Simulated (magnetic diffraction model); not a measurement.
## Y2MnSe4 below its ordering temperature

Space group Fd-3m (no. 227, origin choice 1), a = 11.4120 Å.

```csv
site,atom,x,y,z
16d,Y,3/8,7/8,1/8
32e,Se,0.1149,0.3851,0.1149
8a,Mn,1/4,1/4,1/4
```

This is a made-up structure (elements placed in a structure type, unrelaxed), so the numbers test the method and describe no known phase.

Only Mn is taken to order (form factors of Mn2+); orders and moment sizes are assumed, and not adapted to the symmetry. Radiation: neutrons of λ = 1.909 Å, 3° to 65°; isotropic B of 0.61 Å² (Y), 0.53 Å² (Se) and 0.83 Å² (Mn). The intensities are simulated: I ∝ L Σ (|F_N|² + |F_M⊥|²) for unpolarised neutrons, with F_M = 2.695 fm/μB × Σ f(s) S exp(2πi Q·r) exp(−B s²) at Q = H ± k (one set where k and −k are equivalent), only the part normal to Q counting and L = 1/(sin²θ cos θ). For collinear order S is the moment m, which repeats by lattice and centring translations R with the sign exp(−2πi k·R). Form factors are spin-only for 3d ions and dipole or tabulated for f ions, scattering lengths are Sears's of 1992, and absorption is left out. A label names one of the reflections at its angle. The strongest nuclear line in the range is 100, and lines under 0.2 are left out.

Above the ordering temperature:

```
2θ (°)    index      I
 16.66  (1 1 1)   50.0
 27.37  (2 2 0)    1.6
 32.21  (3 1 1)    3.8
 33.68  (2 2 2)   17.3
 39.09  (4 0 0)  100.0
 42.76  (3 3 1)    4.0
 48.38  (4 2 2)    1.9
 51.52  (5 1 1)   14.4
 56.48  (4 4 0)   71.7
 59.32  (5 3 1)   26.5
 60.24  (4 4 2)    0.3
 63.87  (6 2 0)    1.8
```

Below it (cell unchanged):

```tsv
2θ (°)	I
9.60	8.0
13.59	11.5
16.66	50.0
21.56	7.6
23.64	5.0
27.37	1.6
29.06	4.3
30.67	3.3
32.21	3.8
33.68	17.3
35.10	1.7
36.47	3.7
39.09	100.0
40.35	2.7
41.57	1.6
42.76	4.0
45.08	2.0
46.20	0.9
48.38	1.9
49.44	0.8
50.49	1.8
51.52	14.4
53.54	1.4
54.53	1.0
56.48	71.7
57.43	0.8
58.38	0.8
59.32	26.5
60.24	0.3
61.16	0.3
62.07	0.8
63.87	1.8
64.76	1.0
```

**Question.** Check that the new lines index with k = (1 0 0), then choose among these models:
A. collinear moments along [100], 4.7 μB on Mn; signs + at (1/4, 1/4, 1/4), − at (1/2, 0, 1/2)
B. collinear moments along [110], 4.7 μB on Mn; signs + at (1/4, 1/4, 1/4), + at (1/2, 0, 1/2)
C. collinear moments along [100], 4.7 μB on Mn; signs + at (1/4, 1/4, 1/4), + at (1/2, 0, 1/2)
D. collinear moments along [110], 4.7 μB on Mn; signs + at (1/4, 1/4, 1/4), − at (1/2, 0, 1/2)

The new lines index as (1 0 0) at 9.60°, (0 1 1) at 13.59°, (1 2 0) at 21.56° and (2 1 -1) at 23.64°, that is as H ± k with k = (1 0 0), one of 3 inequivalent arms of its star (k and −k counted as one), which a powder can't tell apart. The indices are whole but break the lattice centring, so the moments reverse under a centring translation, those with k·t a half-integer.

Magnetic intensity, observed (below minus above) and for each model:

| 2θ (°) | index | observed | A | B | C | D |
| --- | --- | --- | --- | --- | --- | --- |
| 9.60 | (1 0 0) | 8.0 | <0.2 | 8.0 | <0.2 | 8.0 |
| 13.59 | (0 1 -1) | 11.5 | 15.3 | 11.5 | 15.3 | 11.5 |
| 21.56 | (1 2 0) | 7.6 | 8.7 | 7.6 | 8.7 | 7.6 |
| 23.64 | (2 1 1) | 5.0 | 2.9 | 5.0 | 2.9 | 5.0 |
| 30.67 | (0 3 1) | 3.3 | 4.4 | 3.3 | 4.4 | 3.3 |
| 35.10 | (3 2 0) | 1.7 | 0.9 | 1.7 | 0.9 | 1.7 |
| 41.57 | (4 1 -1) | 1.6 | 1.1 | 1.6 | 1.1 | 1.6 |
| 45.08 | (1 4 2) | 2.0 | 2.6 | 2.0 | 2.6 | 2.0 |

Models B and D match alike on every line, so these data can't choose among them (such ties are often domains of one structure).

The structure used: k = (1 0 0), collinear moments along [110], 4.7 μB on Mn; signs + at (1/4, 1/4, 1/4), + at (1/2, 0, 1/2).

[Logs are printed without paths, hosts, clocks, repeated set-up lines and the standing remarks that a program may print on its own settings, such as how far it seeks lower states.]
